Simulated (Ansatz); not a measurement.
PtS2/PtS2 (1T bilayer), computed twice by G0W0.

The cell holds 6 atoms: 2 Pt and 4 S. Cell: a = 3.548 Å, b = 3.548 Å, c = 38.400 Å, α = 90.0°, β = 90.0°, γ = 120.0°. Regions: layer 1 (PtS2), 3 atoms (1 Pt and 2 S); layer 2 (PtS2), 3 atoms (1 Pt and 2 S). Vacuum lies along c.

```xyz
6
Lattice="3.5482 0.0000 0.0000 -1.7741 3.0728 0.0000 0.0000 0.0000 38.4000" Properties=species:S:1:pos:R:3
Pt    0.0000    0.0000   16.6376
S     0.0000    2.0486   17.8627
S     1.7741    1.0243   15.3955
Pt    0.0000    2.0486   21.7640
S     0.0000    0.0000   23.0045
S     1.7741    1.0243   20.5329
```

The structure was relaxed with PBE-D3(BJ). The runs that relaxed it are not among those shown. Spin-orbit coupling is left out unless a run names it.

The first (Ansatz 0.2.0; start PBE, 6×6×1 mesh, 617 empty bands, screening to 75 eV, PAW set soft_1 files; 4 threads of Arm Neoverse V2, shared host) gave, on its mesh: starting gap 1.32 eV, G0W0 gap 2.05 eV, mean of 1 + 4πα/V (set by the cell height) 3.78, 10 min.

Q: The second changes empty bands from 617 to 249 and screening cutoff (eV) from 75.0 to 41. What does it give?

It gave: starting gap 1.32 eV, G0W0 gap 1.99 eV, mean of 1 + 4πα/V (set by the cell height) 3.86, 2.2 min. The G0W0 gap moves by −0.06 eV, +0.00 eV from the start and −0.06 eV from the correction.

Limits: not at the basis limit; coarse mesh for a sheet; no spin polarisation; d states lean on the start; no spin-orbit coupling.

[Paths, hosts, dates, memory and timing lines, banners, echoed tables and standing remarks are left out of the program output.]

[Logs are printed without paths, hosts, clocks, repeated set-up lines and the standing remarks that a program may print on its own settings, such as how far it seeks lower states.]

[Runs of the session that timed out or met a known fault of the program may be left out.]

[Cells called generated may have been cut or substituted from an entry of the Crystallography Open Database or the Materials Project.]

[Hosts, paths, dates, database ids (printed as entryN), source tags and the programs' standing remarks are cut or masked in the printed files.]
